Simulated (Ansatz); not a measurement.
# G0W0 on several functionals: SrHgGeSe4 (Ama2), part 2 of 2

Aim: G0W0 for SrHgGeSe4 (Ama2) on several starting functionals, at one mesh, band count and screening cutoff.

Ansatz 0.2.0; G0W0 on several functionals, plane waves, PAW. Known limits of the many-body steps: not at the basis limit; no spin-orbit coupling; coarse k mesh.

So far. Step 2 (G0W0 on PBE): The gap on the mesh goes from 1.12 eV to 1.88 eV, a correction of +0.76 eV. Between the two edge states, bare exchange in place of the xc potential would open the gap by 5.99 eV, and correlation takes back 5.23 eV.

In doubt: masses and optical values from hybrid runs of this build are listed as unsure (step 4), which bears on the screening that GW takes from such a start.

## Step 3: G0W0 on r2SCAN

One-shot GW remembers its start. Another functional's orbitals and levels show by how much.

This step: G0W0 on r2SCAN, plane waves, PAW; PAW set soft_1.

Input file input.yaml:

```yaml
crystal:
  lattice:
    - [10.8375, 0.0, 0.0]
    - [0.0, 5.3728, 3.31885]
    - [0.0, -5.3728, 3.31885]
  atoms:
    - { symbol: Sr, position: [0.0, 0.2560433466, 0.2560433466] }
    - { symbol: Sr, position: [0.5, 0.2560433466, 0.2560433466] }
    - { symbol: Ge, position: [0.25, 0.9567885199, 0.5195787844] }
    - { symbol: Ge, position: [0.75, 0.5195787844, 0.9567885199] }
    - { symbol: Hg, position: [0.25, 0.5280692319, 0.8556187453] }
    - { symbol: Hg, position: [0.75, 0.8556187453, 0.5280692319] }
    - { symbol: Se, position: [0.0730524407, 0.1828143308, 0.7237791204] }
    - { symbol: Se, position: [0.9269475593, 0.7237791204, 0.1828143308] }
    - { symbol: Se, position: [0.4269475593, 0.1828143308, 0.7237791204] }
    - { symbol: Se, position: [0.5730524407, 0.7237791204, 0.1828143308] }
    - { symbol: Se, position: [0.25, 0.9728837483, 0.1441951116] }
    - { symbol: Se, position: [0.75, 0.1441951116, 0.9728837483] }
    - { symbol: Se, position: [0.25, 0.5501429265, 0.4178893364] }
    - { symbol: Se, position: [0.75, 0.4178893364, 0.5501429265] }
kpoints:
  mp_grid: { grid: [2, 2, 2] }
hamiltonian:
  xc: r2scan
  pseudopotentials: { kind: paw, azcp: { folder: soft_1 } }
scf:
  occupations: { method: fixed }
gw:
  n_empty_bands: 407
  ecut_chi: 60
  qp_bands: [v4, c4]
  qp_kpoints: band_edges
  screening: { model: contour_deformation }
```

Command:

```sh
ansatz run input.yaml --threads 2 --pin off --max-ram 92160MiB --backend cuda --events-out ev --progress --plain --runs-dir out --devices 1 --max-vram 13GiB
```

Numbers of over 12 decimals in the logs are rounded to 6 here.

Output:

```text
GPUs: using 1 of 1 available (devices: 1).
[...]
GPU FFT provider: cuFFT
GPU libraries: cuBLAS 13.8.2, cuFFT 12.4.0, cuSOLVER 12.3.4
Crystal: 14 atoms, lattice volume = 386.498 Å³
Basis set: ecut = 500 eV, 9825 PW (Γ), exchange–correlation on 320×192×192 points (64 copies of the dense FFT grid, shifted against one another)
Bands: 130, of which v1, the nominal top of the filled ones, is band 108 counted from 1 (107 counted from 0)
Symmetry: 4 space group operations
[...]
k-points: 6 of 8
[...]
GPU buffer pool allocated for 184320 grid points (all kernels)
[...]
SCF iter   1: F=—  HF=-87216.072616 eV  |F-HF|=—  |Δ(HF+E_count)|=         —  Δρ=4.03e-2  dr2=9.21e0  dr2_τ=2.41e-1  ethr=3.10e-3  ⟨swp⟩=6.2  Hψ=2499  notcnv=0  defer=117
[...]
SCF iter  10: F=-87213.245734 eV  HF=-87213.245734 eV  |F-HF|=1.46e-10  |Δ(HF+E_count)|=   8.07e-7  Δρ=3.92e-6  dr2=7.98e-8  dr2_τ=2.20e-9  ethr=4.63e-11  ⟨swp⟩=13.2  Hψ=4128  notcnv=0
SCF 1 converged in 10 iterations: F = -87213.245734 eV  dr2 = 7.98e-8
[...]
NSCF: frozen V_eff on 6 k-points
[...]
G₀W₀ screening: q 1/6
[... further progress lines ...]
[...]
SCF converged after 10 iterations
Free energy (F): -87213.245734 eV
[...]
Internal energy: -87213.245734 eV  (E = F + TS)
E sigma→0 (E₀):  -87213.245734 eV
Fermi energy:    7.048095 eV
[...]
--- Band table (eV; the first three rows and the last of 6) ---
  k-point 0: bands = [... 104 lower, 6.4876, 6.5408, 6.5912, 6.6384, 8.8415, 9.2591, 9.7231, 10.2105, ... 18 higher]
  k-point 1: bands = [... 104 lower, 6.0755, 6.3611, 6.4018, 6.4734, 8.7234, 9.3409, 9.4875, 10.0841, ... 18 higher]
  k-point 2: bands = [... 104 lower, 6.5486, 6.6204, 6.8377, 7.0481, 8.4540, 9.4821, 9.9935, 10.1248, ... 18 higher]
  k-point 5: bands = [... 104 lower, 6.2519, 6.2519, 6.9065, 6.9065, 9.0432, 9.0432, 10.1395, 10.1395, ... 18 higher]
[...]
0   105      6.4876   -18.0221     2.2006   -15.7378  0.7585     6.4038     6.4040  root
     0   106      6.5408   -18.0399     2.0919   -15.8662  0.7566     6.4589     6.4591  root
     0   107      6.5912   -18.1083     2.0643   -16.0088  0.7608     6.5559     6.5559  root
     0   108      6.6384   -18.3214     2.1179   -16.1203  0.7637     6.5551     6.5553  root
     0   109      8.8415   -10.9417    -3.1522   -14.7190  0.7869     9.4726     9.4666  root
     0   110      9.2591   -10.7748    -3.1975   -14.7349  0.7767    10.0332    10.0217  root
     0   111      9.7231   -11.4454    -3.4298   -15.6474  0.7748    10.5088    10.4952  root
     0   112     10.2105   -11.2116    -3.6114   -15.6652  0.7557    11.0783    11.0528  root
[...]
5   109      9.0432   -10.6828    -3.1623   -14.5657  0.7760     9.7752     9.7638  root
     5   110      9.0432   -10.6828    -3.1623   -14.5657  0.7760     9.7752     9.7638  root
     5   111     10.1395   -10.4362    -3.5175   -14.6634  0.7757    10.8612    10.8491  root
     5   112     10.1395   -10.4362    -3.5175   -14.6634  0.7757    10.8612    10.8491  root
```

Run time: 25 s. Hardware: 1 × NVIDIA H100 80GB HBM3 (shared by 6 runs) with 2 threads of AMD EPYC 7R13 (Zen 3), shared host; peak memory 2.7 GiB; 34 s of CPU time.

This step gave:

```yaml
bands_summed: 515
rpa_eps_infinity_on_this_mesh_eigenvalues: 5.623, 6.356, 8.542
plane_waves_in_the_screening_matrix: 391
q_points_in_the_mesh: 8
g0w0_gap_on_the_mesh: 2.086 eV
k_of_the_valence_top: 0, -0.5, -0.5
k_of_the_conduction_bottom: 0, -0.5, -0.5
starting_gap_on_the_mesh: 1.406 eV
z_at_the_valence_top: 0.7598
z_at_the_conduction_bottom: 0.7847
least_direct_g0w0_gap_on_the_computed_points: 2.086 eV
```

Against the run with 2×2×2 mesh, 407 empty bands, screening to 60 eV, PAW set soft_1 files on PBE, the gap moves by +0.21 eV, while the start moved by +0.28 eV.

## Step 4: G0W0 on HSE06

This step: G0W0 on HSE06, plane waves, PAW; PAW set soft_1.

input.yaml: that of step 3 with these lines changed.

```diff
@@ -23,3 +23,3 @@
 hamiltonian:
-  xc: r2scan
+  xc: hse06
   pseudopotentials: { kind: paw, azcp: { folder: soft_1 } }
```

Output:

```text
GPUs: using 1 of 1 available (devices: 1).
[...]
davidson cushion auto → on  (no smearing: the cushion is to keep the highest requested band from converging to the state above it; pin scf.eigensolver.cushion to override)
[...]
GPU FFT provider: cuFFT
GPU libraries: cuBLAS 13.8.2, cuFFT 12.4.0, cuSOLVER 12.3.4
Crystal: 14 atoms, lattice volume = 386.498 Å³
Basis set: ecut = 420 eV, 7535 PW (Γ)
[...]
0   111     10.0436   -11.0526    -3.3726   -14.9847  0.7948    10.6081    10.6032  root
     0   112     10.6071   -10.8720    -3.4887   -14.9501  0.7787    11.2037    11.1966  root
[...]
5   109      9.3226   -10.2629    -3.1244   -13.9109  0.7953     9.8500     9.8463  root
     5   110      9.3226   -10.2629    -3.1244   -13.9109  0.7953     9.8500     9.8463  root
     5   111     10.4461    -9.9333    -3.4369   -13.8587  0.7964    10.9386    10.9347  root
     5   112     10.4461    -9.9333    -3.4369   -13.8587  0.7964    10.9386    10.9347  root
[key lines of the parts left out:]
Free energy (F): -87099.171217 eV
Fermi energy:    6.780322 eV
```

It took 1.8 min on 1 × NVIDIA H100 80GB HBM3 (shared by 6 runs) with 2 threads; peak memory 2.8 GiB.

Numbers from this step:

| Item | Value |
| --- | --- |
| bands summed | 515 |
| RPA ε∞ on this mesh (eigenvalues) | 5.013, 5.642, 7.288 |
| plane waves in the screening matrix | 391 |
| G0W0 gap on the mesh | 2.293 eV |
| k of the valence top | 0, -0.5, -0.5 |
| k of the conduction bottom | 0, -0.5, -0.5 |
| starting gap on the mesh | 1.920 eV |
| least direct G0W0 gap on the computed points | 2.293 eV |

Against the run with 2×2×2 mesh, 407 empty bands, screening to 60 eV, PAW set soft_1 files on r2SCAN, the gap moves by +0.21 eV, while the start moved by +0.51 eV.

## Step 5: Side by side

All on the 2×2×2 mesh with 407 empty bands and screening to 60 eV. Times are wall times on 1 × NVIDIA H100 80GB HBM3 (shared by 6 runs) with 2 threads of AMD EPYC 7R13 (Zen 3), shared host, good to a factor of about two.

| start | starting gap (eV) | shift (eV) | G0W0 gap (eV) | RPA ε∞ (harmonic mean) | Z (valence, conduction) | time |
| --- | --- | --- | --- | --- | --- | --- |
| PBE | 1.12 | +0.76 | 1.88 | 7.98 | 0.74, 0.77 | 22 s |
| r2SCAN | 1.41 | +0.68 | 2.09 | 6.63 | 0.76, 0.78 | 25 s |
| HSE06 | 1.92 | +0.37 | 2.29 | 5.84 | 0.78, 0.80 | 1.8 min |

The parts of the quasiparticle energy at the two band edges (eV; QP = start + Σx + Σc − Vxc):

| run | edge | start | Σx | Σc | Vxc | Z | QP |
| --- | --- | --- | --- | --- | --- | --- | --- |
| PBE | valence top | 7.33 | -18.86 | 2.20 | -16.42 | 0.74 | 7.09 |
| PBE | conduction bottom | 8.45 | -10.16 | -3.03 | -13.71 | 0.77 | 8.97 |
| r2SCAN | valence top | 7.05 | -18.97 | 2.15 | -16.79 | 0.76 | 7.02 |
| r2SCAN | conduction bottom | 8.45 | -10.07 | -3.04 | -13.76 | 0.78 | 9.11 |
| HSE06 | valence top | 6.78 | -18.74 | 2.04 | -16.81 | 0.78 | 6.88 |
| HSE06 | conduction bottom | 8.70 | -9.65 | -3.03 | -13.15 | 0.80 | 9.18 |

For a hybrid start, Vxc holds its share of exact exchange.

## Step 6: Summary of results

```
G0W0@PBE     : 1.88 eV (start 1.12 eV)
G0W0@r2SCAN  : 2.09 eV (start 1.41 eV)
G0W0@HSE06   : 2.29 eV (start 1.92 eV)
known limits : not at the basis limit; no spin-orbit coupling; coarse k mesh
```

**Reading.** The starting gaps span 0.80 eV and the G0W0 gaps 0.41 eV. Between PBE and HSE06, 0.41 eV of the 0.80 eV survives, 52 %. HSE06 screens less than PBE (ε∞ 5.84 against 7.98). Of the 0.41 eV by which its G0W0 gap is higher, the correlation part gives +0.17 eV, and exchange with the one-particle terms, which follow the orbitals, +0.25 eV. The smallest correction, +0.37 eV, is on HSE06, the start nearest to reproducing itself. Bands and cutoff are finite, so the gap is not at the basis limit. The miss can reach some tenths of an eV and take either sign; the mesh is an error of its own. The 2×2×2 mesh is coarse for this cell (its supercell is 13 Å along the shortest edge). The RPA ε∞ on it, from the PBE start, is 6.70, 7.59 and 10.52; such meshes misread the long-range screening, most where the gap is narrow. The many-body steps are scalar-relativistic: spin-orbit coupling is not in them.

[Paths, hosts, dates, memory and timing lines, banners, echoed tables and standing remarks are left out of the program output.]

[Logs are printed without paths, hosts, clocks, repeated set-up lines and the standing remarks that a program may print on its own settings, such as how far it seeks lower states.]

[Runs of the session that timed out or met a known fault of the program may be left out.]

[Cells called generated may have been cut or substituted from an entry of the Crystallography Open Database or the Materials Project.]

[Hosts, paths, dates, database ids (printed as entryN), source tags and the programs' standing remarks are cut or masked in the printed files.]
